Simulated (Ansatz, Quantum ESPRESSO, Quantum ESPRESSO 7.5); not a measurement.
# Band edges of 1T-PtS2, 1 layer under strain

Wanted: deformation of the bands of 1T-PtS2, 1 layer, driven from Python.

Calculated with Quantum ESPRESSO 7.5; plane-wave DFT, PBE, GBRV ultrasoft pseudopotentials (geometry by Ansatz 0.2.0 with PAW datasets; geometry under PBE).

### Step 1. Set-up

The cell holds 3 atoms: 2 S and 1 Pt. Its edges and angles: a = 3.570 Å, b = 3.570 Å, c = 17.014 Å, α = 90.0°, β = 90.0°, γ = 120.0°. It derives from PtS2. Vacuum lies along c.

### Step 2. Relaxation with Ansatz

A relaxation in Ansatz fixes the structure of this slab for the runs on it.

input.yaml

```yaml
crystal:
  lattice:
    - [3.57, 0.0, 0.0]
    - [-1.785, 3.0917106915, 0.0]
    - [0.0, 0.0, 17.0140863934]
  atoms:
    - { symbol: S, position: [0.6666666667, 0.3333333333, 0.4408112094] }
    - { symbol: Pt, position: [0.0, 0.0, 0.5] }
    - { symbol: S, position: [0.3333333333, 0.6666666667, 0.5591887906] }
kpoints:
  mp_grid: { grid: [12, 12, 1] }
hamiltonian:
  xc: pbe
scf:
  occupations: { method: fermi_dirac, width: 0.05 }
  convergence: { dr2_threshold: 1.0e-08 }
efield:
  axis: 3
  dipole_correction: true
  ramp_position: 0.97
  ramp_width: 0.04
relax:
  f_tol: 0.01
  cell: { fix: [c, alpha, beta] }
output:
  write_potential: true
  write_density: true
  volumetric_format: npy
```

On the command line:

```
$ ansatz run input.yaml --threads 2 --pin off --max-ram 4096MiB --backend cpu --events-out ev --progress --plain --runs-dir out
```

Numbers of over 12 decimals in the logs are rounded to 6 here.

What it wrote:

```text
Warning: relax.cell: scf.convergence.dr2_threshold = 1e-8 eV is looser than the 3e-10 eV advised for a relaxation that steers and ends on the stress (1e-10 eV for each atom of the cell: 3). What an SCF threshold leaves in a stress goes as its square root, and in the free energy as the threshold itself, and one threshold admits the most on a small cell: [figures from the program's tests cut] Set scf.convergence.dr2_threshold to 3e-10 eV or tighter. The threshold is an SCF's pass mark: one that does not reach it within its budget of iterations ends unconverged, or closes short of it on a stop that the run arms, and scf.convergence.dr2_threshold's page says what that costs each kind of run
Engine: ansatz 0.2.0, aarch64-unknown-linux-gnu
Pseudopotentials: kind: paw
Pseudopotential: S, paw, valence charge 6, recommended cutoff 420 eV (normal), S.paw.azcp
Pseudopotential: Pt, paw, valence charge 18, recommended cutoff 420 eV (normal), Pt.paw.azcp
Functional definition: PBE
  parameter kappa = 0.804
  parameter beta = 0.066725
  exchange = pbe_x(kappa = kappa, mu = beta*pi^2/3)
  correlation = pbe_c(beta = beta)
Crystal: 3 atoms, lattice volume = 187.791 Å³
Basis set: ecut = 420 eV, 3639 PW (Γ), exchange–correlation on 48×48×240 points (8 copies of the dense FFT grid, shifted against one another)
Bands: 19, of which v1, the nominal top of the filled ones, is band 15 counted from 1 (14 counted from 0)
Symmetry: 6 space group operations
k-points: 19 of 144 (time reversal used)
Non-local potential: S, projectors of the file, l = 0: 2, l = 1: 2, l = 2: 2
Non-local potential: Pt, projectors of the file, l = 0: 3, l = 1: 2, l = 2: 2, l = 3: 1
PAW form: soft (Blöchl's): semilocal exchange-correlation on the pseudo side does not see the compensation charge
PAW one-centre angular grid: S, 110 points (default); XC on 64 Gauss nodes
PAW one-centre angular grid: Pt, 590 points (default); XC on 64 Gauss nodes
Initial density: superposition of atomic densities (neutral atoms: chi_scale 0, normalization atom), corrected by the library's trained network
Initial wavefunctions: pseudopotential atomic-orbital guess
Functional: x = pbe(κ = 0.804, μ = 0.219515), c = pbe(β = 0.066725)
SCF iter   1: F=—  HF=-14327.577037 eV  |F-HF|=—  |Δ(HF+E_count)|=         —  Δρ=2.68e-3  dr2=2.70e-2  ethr=1.77e-3  p=-0.000 e·Å  D=-1.70e-4 V/Å  ΔV_dip=0.00 eV  dr2_dipole=8.00e-8  V_vac-E_F(+/−)=5.44/5.43 eV  ⟨swp⟩=8.8  Hψ=2403  notcnv=0
efield: sawtooth ramp at fractional position 0.9700 (set: `efield.ramp_position`, or a place that a band, a saddle search or an elastic batch's reference lends), width 0.0400; the density the first Hamiltonian is built on has a dipole p = -0.000 e·Å; the dipole correction subtracts the counter field D = -1.70e-4 V/Å, which shifts the + side's vacuum level by +0.00 eV against the − side's; the planar-averaged density in the ramp window peaks in size at 1.5e-5 e/Å³
preconditioner: auto → none  [insulator: Δε(μ)=1.451 eV  Ē_g=10.134 eV  σ=0.050 eV  W_gap=1.00  n_scr=10 (ndim 8)  ℏωp=12.7 eV  f_vac=0.681  D(μ)=0.00/eV (n_scr^D=0)  ε∞_Penn≈2.6]
SCF iter   2: F=—  HF=-14327.571250 eV  |F-HF|=—  |Δ(HF+E_count)|=   5.79e-3  Δρ=1.91e-3  dr2=1.18e-2  ethr=9.00e-5  p=0.000 e·Å  D=2.62e-5 V/Å  ΔV_dip=-0.00 eV  dr2_dipole=1.42e-7  V_vac-E_F(+/−)=5.15/5.15 eV  ⟨swp⟩=2.9  Hψ=812  notcnv=0
SCF iter   3: F=—  HF=-14327.569366 eV  |F-HF|=—  |Δ(HF+E_count)|=   1.88e-3  Δρ=9.02e-4  dr2=1.73e-3  ethr=3.93e-5  p=-0.000 e·Å  D=-1.34e-4 V/Å  ΔV_dip=0.00 eV  dr2_dipole=3.49e-7  V_vac-E_F(+/−)=5.22/5.22 eV  ⟨swp⟩=2.1  Hψ=577  notcnv=0
SCF iter   4: F=—  HF=-14327.569267 eV  |F-HF|=—  |Δ(HF+E_count)|=   9.95e-5  Δρ=3.77e-4  dr2=1.28e-4  ethr=5.76e-6  p=0.000 e·Å  D=1.28e-4 V/Å  ΔV_dip=-0.00 eV  dr2_dipole=7.32e-7  V_vac-E_F(+/−)=5.19/5.20 eV  ⟨swp⟩=2.3  Hψ=536  notcnv=0
SCF iter   5: F=—  HF=-14327.569391 eV  |F-HF|=—  |Δ(HF+E_count)|=   1.24e-4  Δρ=1.28e-4  dr2=1.07e-4  ethr=4.26e-7  p=-0.001 e·Å  D=-8.18e-4 V/Å  ΔV_dip=0.01 eV  dr2_dipole=2.31e-5  V_vac-E_F(+/−)=5.18/5.17 eV  ⟨swp⟩=2.3  Hψ=565  notcnv=0
SCF iter   6: F=—  HF=-14327.569387 eV  |F-HF|=—  |Δ(HF+E_count)|=   3.32e-6  Δρ=6.05e-5  dr2=4.08e-6  ethr=3.58e-7  p=0.000 e·Å  D=1.14e-4 V/Å  ΔV_dip=-0.00 eV  dr2_dipole=3.81e-7  V_vac-E_F(+/−)=5.17/5.17 eV  ⟨swp⟩=2.1  Hψ=443  notcnv=0
SCF iter   7: F=—  HF=-14327.569492 eV  |F-HF|=—  |Δ(HF+E_count)|=   1.05e-4  Δρ=1.95e-5  dr2=4.07e-7  ethr=1.36e-8  p=0.000 e·Å  D=2.31e-5 V/Å  ΔV_dip=-0.00 eV  dr2_dipole=2.76e-8  V_vac-E_F(+/−)=5.17/5.17 eV  ⟨swp⟩=2.2  Hψ=561  notcnv=0
SCF iter   8: F=—  HF=-14327.569493 eV  |F-HF|=—  |Δ(HF+E_count)|=   5.58e-7  Δρ=3.96e-6  dr2=1.22e-8  ethr=1.36e-9  p=-0.000 e·Å  D=-3.95e-6 V/Å  ΔV_dip=0.00 eV  dr2_dipole=4.15e-10  V_vac-E_F(+/−)=5.17/5.17 eV  ⟨swp⟩=2.1  Hψ=569  notcnv=0
SCF iter   9: F=-14327.569493 eV  HF=-14327.569493 eV  |F-HF|=1.72e-9  |Δ(HF+E_count)|=   1.72e-8  Δρ=1.21e-6  dr2=1.10e-9  ethr=3.33e-11  p=0.000 e·Å  D=1.25e-6 V/Å  ΔV_dip=-0.00 eV  dr2_dipole=5.65e-12  V_vac-E_F(+/−)=5.17/5.17 eV  ⟨swp⟩=9.9  Hψ=2539  notcnv=0
SCF 1 converged in 9 iterations: F = -14327.569493 eV  dr2 = 1.10e-9
  greatest PAW one-centre occupation: 1.000 electrons in one spin orbital (limit 2), on the Pt atom at site 1 (counted from 0), in its partial waves of l = 0
relax step   1: F+E_penalty+E_count = -14327.56949271 eV  Δ(F+E_penalty+E_count) = +0.000e0 eV  max|allowed force component| = 3.141e0 eV/Å  Δτ_max = 0.0000 Å  P = +6.157 GPa  Ω = 187.791 Å³  fix = [c, alpha, beta]  reactions: c +5.399 GPa  (9 SCF iters, accepted)
Crystal: 3 atoms, lattice volume = 189.977 Å³
Basis set: ecut = 420 eV, 3657 PW (Γ), exchange–correlation on 48×48×240 points (8 copies of the dense FFT grid, shifted against one another)
Initial density: handed on by an earlier stage of this run
Initial wavefunctions: those handed on with the density
iter 1 solved again at ethr=2.90e-4 eV; its pass at ethr=3.10e-3 eV (dr2=8.69e-2 eV) is discarded
SCF iter   1: F=—  HF=-14328.267829 eV  |F-HF|=—  |Δ(HF+E_count)|=         —  Δρ=9.33e-3  dr2=9.63e-2  ethr=2.90e-4  p=0.000 e·Å  D=1.33e-6 V/Å  ΔV_dip=-0.00 eV  dr2_dipole=1.09e-11  V_vac-E_F(+/−)=5.47/5.47 eV  ⟨swp⟩=1.7  Hψ=2552  notcnv=0
[...]
SCF iter   4: F=—  HF=-14328.252891 eV  |F-HF|=—  |Δ(HF+E_count)|=   1.20e-4  Δρ=7.10e-5  dr2=7.32e-6  ethr=1.34e-6  p=0.000 e·Å  D=2.53e-7 V/Å  ΔV_dip=-0.00 eV  dr2_dipole=7.76e-12  V_vac-E_F(+/−)=5.45/5.45 eV  ⟨swp⟩=2.1  Hψ=499  notcnv=0
SCF iter   5: F=—  HF=-14328.252874 eV  |F-HF|=—  |Δ(HF+E_count)|=   1.63e-5  Δρ=2.63e-5  dr2=5.69e-7  ethr=2.44e-8  p=0.000 e·Å  D=1.90e-6 V/Å  ΔV_dip=-0.00 eV  dr2_dipole=1.13e-10  V_vac-E_F(+/−)=5.45/5.45 eV  ⟨swp⟩=2.1  Hψ=537  notcnv=0
SCF iter   6: F=—  HF=-14328.252874 eV  |F-HF|=—  |Δ(HF+E_count)|=   2.28e-8  Δρ=3.14e-6  dr2=5.39e-8  ethr=1.90e-9  p=-0.000 e·Å  D=-1.29e-5 V/Å  ΔV_dip=0.00 eV  dr2_dipole=1.22e-8  V_vac-E_F(+/−)=5.45/5.45 eV  ⟨swp⟩=2.1  Hψ=559  notcnv=0
SCF iter   7: F=—  HF=-14328.252874 eV  |F-HF|=—  |Δ(HF+E_count)|=   5.43e-8  Δρ=6.07e-6  dr2=5.30e-7  ethr=3.33e-11  p=0.000 e·Å  D=4.57e-5 V/Å  ΔV_dip=-0.00 eV  dr2_dipole=1.35e-7  V_vac-E_F(+/−)=5.45/5.45 eV  ⟨swp⟩=10.4  Hψ=2607  notcnv=0
SCF iter   8: F=-14328.252874 eV  HF=-14328.252874 eV  |F-HF|=1.47e-10  |Δ(HF+E_count)|=   5.67e-8  Δρ=4.86e-7  dr2=3.29e-10  ethr=3.33e-11  p=0.000 e·Å  D=1.44e-6 V/Å  ΔV_dip=-0.00 eV  dr2_dipole=4.24e-11  V_vac-E_F(+/−)=5.45/5.45 eV  ⟨swp⟩=8.0  Hψ=2635  notcnv=0
SCF 3 converged in 8 iterations: F = -14328.252874 eV  dr2 = 3.29e-10
relax step   3: F+E_penalty+E_count = -14328.25287436 eV  Δ(F+E_penalty+E_count) = -4.327e-3 eV  max|allowed force component| = 3.550e-3 eV/Å  Δτ_max = 0.0248 Å  P = +0.013 GPa  Ω = 188.193 Å³  energy of the carried Pulay correction = -2.660e-5 eV  fix = [c, alpha, beta]  reactions: c -0.005 GPa  (8 SCF iters, accepted)
Initial wavefunctions: pseudopotential atomic-orbital guess (no wavefunctions were taken with the density)
iter 1 solved again at ethr=1.14e-6 eV; its pass at ethr=3.10e-3 eV (dr2=3.42e-4 eV) is discarded
SCF iter   1: F=—  HF=-14328.252833 eV  |F-HF|=—  |Δ(HF+E_count)|=         —  Δρ=1.22e-5  dr2=8.68e-9  ethr=1.14e-6  p=0.000 e·Å  D=1.44e-6 V/Å  ΔV_dip=-0.00 eV  dr2_dipole=4.95e-11  V_vac-E_F(+/−)=5.45/5.45 eV  ⟨swp⟩=3.6  Hψ=3326  notcnv=0
efield: sawtooth ramp at fractional position 0.9700 (set: `efield.ramp_position`, or a place that a band, a saddle search or an elastic batch's reference lends), width 0.0400; the density the first Hamiltonian is built on has a dipole p = 0.000 e·Å; the dipole correction subtracts the counter field D = 1.44e-6 V/Å, which shifts the + side's vacuum level by -0.00 eV against the − side's; the planar-averaged density in the ramp window peaks in size at 7.5e-7 e/Å³
eigensolver tolerance schedule: the retry pair's looser diagonalisation over-reported the residual by 39359.80 of it (diagonalisation noise at an unbounded share of the residual, at the tolerance the schedule requests for it); recorded, not acted on — ethr = c·dr2/N_el stays at c = 1.0e-1
preconditioner: auto → none  [insulator: Δε(μ)=1.771 eV  Ē_g=9.238 eV  σ=0.050 eV  W_gap=1.00  n_scr=10 (ndim 8)  ℏωp=12.7 eV  f_vac=0.659  D(μ)=0.00/eV (n_scr^D=0)  ε∞_Penn≈2.9]
SCF iter   2: F=—  HF=-14328.252868 eV  |F-HF|=—  |Δ(HF+E_count)|=   3.49e-5  Δρ=6.08e-6  dr2=6.85e-9  ethr=2.89e-11  p=-0.000 e·Å  D=-3.44e-6 V/Å  ΔV_dip=0.00 eV  dr2_dipole=9.25e-10  V_vac-E_F(+/−)=5.45/5.45 eV  ⟨swp⟩=16.9  Hψ=3567  notcnv=0
SCF iter   3: F=—  HF=-14328.252884 eV  |F-HF|=—  |Δ(HF+E_count)|=   1.55e-5  Δρ=3.87e-6  dr2=5.65e-8  ethr=2.28e-11  p=0.000 e·Å  D=1.51e-5 V/Å  ΔV_dip=-0.00 eV  dr2_dipole=1.41e-8  V_vac-E_F(+/−)=5.45/5.45 eV  ⟨swp⟩=3.4  Hψ=659  notcnv=0  recentre
SCF iter   4: F=-14328.252895 eV  HF=-14328.252889 eV  |F-HF|=6.33e-6  |Δ(HF+E_count)|=   5.34e-6  Δρ=2.29e-6  dr2=3.51e-9  ethr=2.28e-11  p=-0.000 e·Å  D=-2.96e-6 V/Å  ΔV_dip=0.00 eV  dr2_dipole=7.83e-10  V_vac-E_F(+/−)=5.45/5.45 eV  ⟨swp⟩=8.4  Hψ=2606  notcnv=0
SCF 4 converged in 4 iterations: F = -14328.252895 eV  dr2 = 3.51e-9
relax step   4: F+E_penalty+E_count = -14328.25289530 eV  Δ(F+E_penalty+E_count) = -2.094e-5 eV  max|allowed force component| = 3.558e-3 eV/Å  Δτ_max = 0.0000 Å  P = +0.011 GPa  Ω = 188.193 Å³  fix = [c, alpha, beta]  reactions: c -0.007 GPa  stress off target by 2.01e-2 GPa on what of the cell is left free  SCF on the basis re-selected at this cell (its energy is not comparable with the rows above)  (4 SCF iters)
basis re-selected at this cell: Δ(F+E_penalty+E_count) = -2.094e-5 eV, ΔP = -0.002 GPa vs the last step (what re-selecting the basis moved, of the pressure what is left beyond the Pulay correction that the steps carried, after the strain that the cell walked since its last selection, with what the two solves' SCF thresholds leave and, on support functions, any second-order correction that the steps lacked; it is no m [...]
WARN: The input density's exchange-correlation potential varies sharply where the density is thin. Do not read a vacuum level from v_tot or v_xc, or from such a field of the output density. On a cell that repeats whose density bears no net charge and no dipole along the vacuum's axis use v_es (v_loc + v_h of the components); under efield.dipole_correction with no amplitude use v_es + v_field, which holds any external [...]
SCF converged after 4 iterations
Free energy (F): -14328.252895 eV
Harris-Foulkes:  -14328.252889 eV  (|F-HF|=6.33e-6)
Internal energy: -14328.252895 eV  (E = F + TS)
E sigma→0 (E₀):  -14328.252895 eV
Fermi energy:    -0.654843 eV
Dipole field:    D = 0.000036 V/Å  (p = 0.000037 e·Å, saw-weighted, corrected)
Work function:   Φ+ = 5.4497 eV   Φ− = 5.4503 eV
Levels:          The Fermi level and band energies are counted from a zero that moves with the ramp; work functions are not
--- Per-component energies (eV) ---
  E_band       = -662.998935
  E_kinetic    = 848.618860
  E_local      = -16159.653678  (includes V_loc(G=0)·N_el)
  E_nonlocal   = 255.094618
  E_hartree    = 7583.571150
  E_xc         = -455.218823
  E_vxc        = -476.657507  (∫ρ·V_xc dr)
  E_paw        = -10653.784544  (= ΣΔE_a)
  E_vpaw       = -297.543588  (= ΣTr[D̂ρ^β])
  E_aug_tail   = 0.000190  (compensation charges beyond the density's cutoff)
  E_efield     = 0.000000  (sawtooth field / dipole correction)
  E_vefield    = -0.000183  (∫n·V_field dr)
  E_ewald      = 4253.119331
  E_smearing   = -0.000000  (= −TS)
  E_closure    = -0.000000  (closes the sum)
  Σ components = -14328.252895   (vs F -14328.252895, Δ=0.00e0)
--- Forces (eV/Å), atoms counted from 1 ---
  atom   1  S      0.00000000     0.00000000     0.00354875
  atom   2  Pt    -0.00000000    -0.00000000     0.00001300
  atom   3  S      0.00000000    -0.00000000    -0.00355613
  max |Σ_I F_I| component: 5.63e-6 eV/Å
--- Stress (GPa, compression-positive) ---
        0.020128       0.000000      -0.000000
        0.000000       0.020128       0.000000
        0.000000       0.000000      -0.007423
  P = ⅓ Tr σ = 0.0109 GPa (0.109 kbar)
--- Band table (eV; the first three rows and the last of 19) ---
  k-point 0: bands = [... 11 lower, -2.3404, -2.2216, -1.8443, -1.8443, 1.6335, 1.6335, 3.8250, 4.2617]
  k-point 1: bands = [... 11 lower, -2.7458, -2.0889, -1.8027, -1.6553, 1.2153, 1.5183, 4.0296, 4.4618]
  k-point 2: bands = [... 11 lower, -3.2735, -1.8198, -1.7835, -1.5907, 0.4788, 1.3030, 4.5094, 4.8178]
  k-point 18: bands = [... 11 lower, -4.0107, -3.7878, -2.2755, -2.2755, 0.5872, 0.5872, 5.2949, 7.4059]
--- Relaxed structure (3 steps of the walk, 3 accepted, 1 SCFs on fresh bases) ---
  F+E_penalty+E_count = -14328.25289530 eV   max|allowed force component| = 3.558e-3 eV/Å   (the final SCF, on the basis selected at the relaxed cell)
  cell:  # Å, volume = 188.1932 Å³
    - [3.573817, 0.0, 0]
    - [-1.786909, 3.095017, 0]
    - [0, 0, 17.0140863934]
  atoms:
    - { symbol: S, position: [0.666667, 0.333333, 0.427742] }
    - { symbol: Pt, position: [0, 0, 0.500000] }
    - { symbol: S, position: [0.333333, 0.666667, 0.572258] }
```

It took 13 s on 2 threads of Arm Neoverse V1, shared host; peak memory 0.4 GiB.

Step by step:

```
step  energy less that of the first step (eV)  largest force component (eV/Å)  pressure (GPa)  volume (Å³)
   1                                   0.0000                          3.1409            6.16       187.79
   2                                  -0.6791                          0.1872            0.16       189.98
   3                                  -0.6834                          0.0036            0.01       188.19
  4*                                  -0.6834                          0.0036            0.01       188.19
```

Relaxation steps marked * repeat the geometry before them on a plane-wave basis chosen anew for their cell, so energy and pressure can jump there.

Forces are held to the 6 operations that the run works with; a distortion that breaks them can't arise in this run.

```
cell as run  before  after  change
      a (Å)   3.570  3.574  +0.1 %
      b (Å)   3.570  3.574  +0.1 %
```

The atoms that moved most (Å, along periodic axes as changes of fractional coordinates times the final cell, across vacuum about the mean position):

```
atom     dx     dy      dz  length
  S1  0.000  0.000  -0.222   0.222
  S3  0.000  0.000   0.222   0.222
```

Final coordinates:

```xyz
3
Lattice="3.5738 0.0000 0.0000 -1.7869 3.0950 0.0000 0.0000 0.0000 17.0141" Properties=species:S:1:pos:R:3
S     1.7869    1.0317    7.2776
Pt    0.0000    0.0000    8.5070
S     0.0000    2.0633    9.7365
```

Read from the output:

| Property | Result |
| --- | --- |
| free energy | -14328.2529 eV |
| Fermi energy | -0.6548 eV |
| gap by band count | 1.771 eV |
| symmetry operations | 6 |
| dipole along the normal | 3.73e-5 e·Å |
| vacuum level at the upper face over a Fermi level inside the gap | 5.450 eV |
| vacuum level at the lower face over a Fermi level inside the gap | 5.450 eV |

(Continued in part 2 of 2.)

[Logs are printed without paths, hosts, clocks, repeated set-up lines and the standing remarks that a program may print on its own settings, such as how far it seeks lower states.]

[Hosts, paths, dates, database ids (printed as entryN), source tags and the programs' standing remarks are cut or masked in the printed files.]

[Maps of the electrostatic potential energy from Ansatz leave out the sawtooth potential of an applied field or a dipole correction, so their vacuum need not be flat; planar profiles and work functions include it.]
